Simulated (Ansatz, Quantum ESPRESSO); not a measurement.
**SrTiO3 (cubic perovskite): bulk modulus from a few volumes**

How stiff is cubic perovskite SrTiO3 under hydrostatic load? Each row scales the relaxed cell evenly and relaxes the atoms. The symmetry of the cell is held, so distortions that would lower it, which this phase may prefer, aren't tested. The phase is followed to these pressures whether or not it stays the stable one.

Calculated with Quantum ESPRESSO 7.5, PBEsol, GBRV 1.5 ultrasoft potentials, cutoff 680 eV, Fermi–Dirac smearing 0.02 eV, k-mesh 7×7×7, no spin polarisation, no spin-orbit coupling.

Reference cell, relaxed at zero pressure with PBEsol (Pm-3m): a = 3.8916 Å, b = 3.8916 Å, c = 3.8916 Å, α = 90.00°, β = 90.00°, γ = 90.00°.

```csv
atom,x,y,z
Sr,0.0000,0.0000,0.0000
Ti,0.5000,0.5000,0.5000
O,0.5000,0.5000,0.0000
O,0.5000,0.0000,0.5000
O,0.0000,0.5000,0.5000
```

```csv
V (Å³/atom),V/V0,P (GPa),E − E0 (meV/atom)
11.0798,0.9400,13.215,28.7
11.3155,0.9600,8.331,12.5
11.5513,0.9800,3.949,3.2
12.2585,1.0400,−6.710,9.6
12.4942,1.0600,−9.557,21.2
```

V0 = 11.7870 Å³ an atom, where the residual pressure P0 is +0.011 GPa. **Question.** Fit the Birch–Murnaghan law and give the pressure and the energy at V = 12.0228 Å³ an atom, a row left out above.

With the Eulerian strain f = ½[(V0/V)^(2/3) − 1] and F = (P − P0)/[3f(1 + 2f)^(5/2)], the third-order law is the line F = B0 + (3/2) B0 (B′ − 4) f.

```
       f  F (GPa)
 0.02106   188.55
 0.01379   187.82
 0.00678   187.24
−0.01290   185.33
−0.01905   184.49
```

A straight line through the 5 rows: the means are 0.001936 for f and 186.69 for F, Σ(Δx)² = 0.00119 and ΣΔxΔy = 0.118, so the slope is 0.118/0.00119 = 99.121 and the intercept 186.69 − (99.121)(0.001936) = 186.49.

Hence B0 = 186.5 GPa and B′ = 4 + (99.1)/(1.5 × 186.5) = 4.35. For the withheld volume f = −0.00656, F = 185.84 GPa and P = −3.53 GPa. The run itself gives −3.53 GPa, so the estimate misses by 0.00 GPa, a rounding's worth.

Integrating the same law gives E − E0 = (9/2) B0 V0 f²[1 + (B′ − 4) f] + P0(V0 − V), with 1 GPa Å³ = 6.2415 meV: 2.6 meV an atom. The run itself gives 2.3 meV, so the estimate misses by 0.3 meV; the fitted rows themselves lie up to 1.0 meV off the law.

The same fit over all rows at other levels or in other programs gives B0 = 186 GPa with PBEsol (Ansatz), 189 GPa with r2SCAN (Ansatz) and 186 GPa with PBEsol (Quantum ESPRESSO, PseudoDojo).

Measured volume: 11.912 Å³ an atom (doi:10.1007/s002690000103), so V0 is −1.1 % off. A stiffness follows the volume as d ln B/d ln V = −B′, which moves B0 by about −4 % when it is taken at the measured volume.

Measured bulk modulus: 177 GPa (arxiv:2303.03473), against 186 GPa here (+5 %).

The calculation is for a static lattice, while measurements hold thermal and zero-point motion.

[Logs are printed without paths, hosts, clocks, repeated set-up lines and the standing remarks that a program may print on its own settings, such as how far it seeks lower states.]
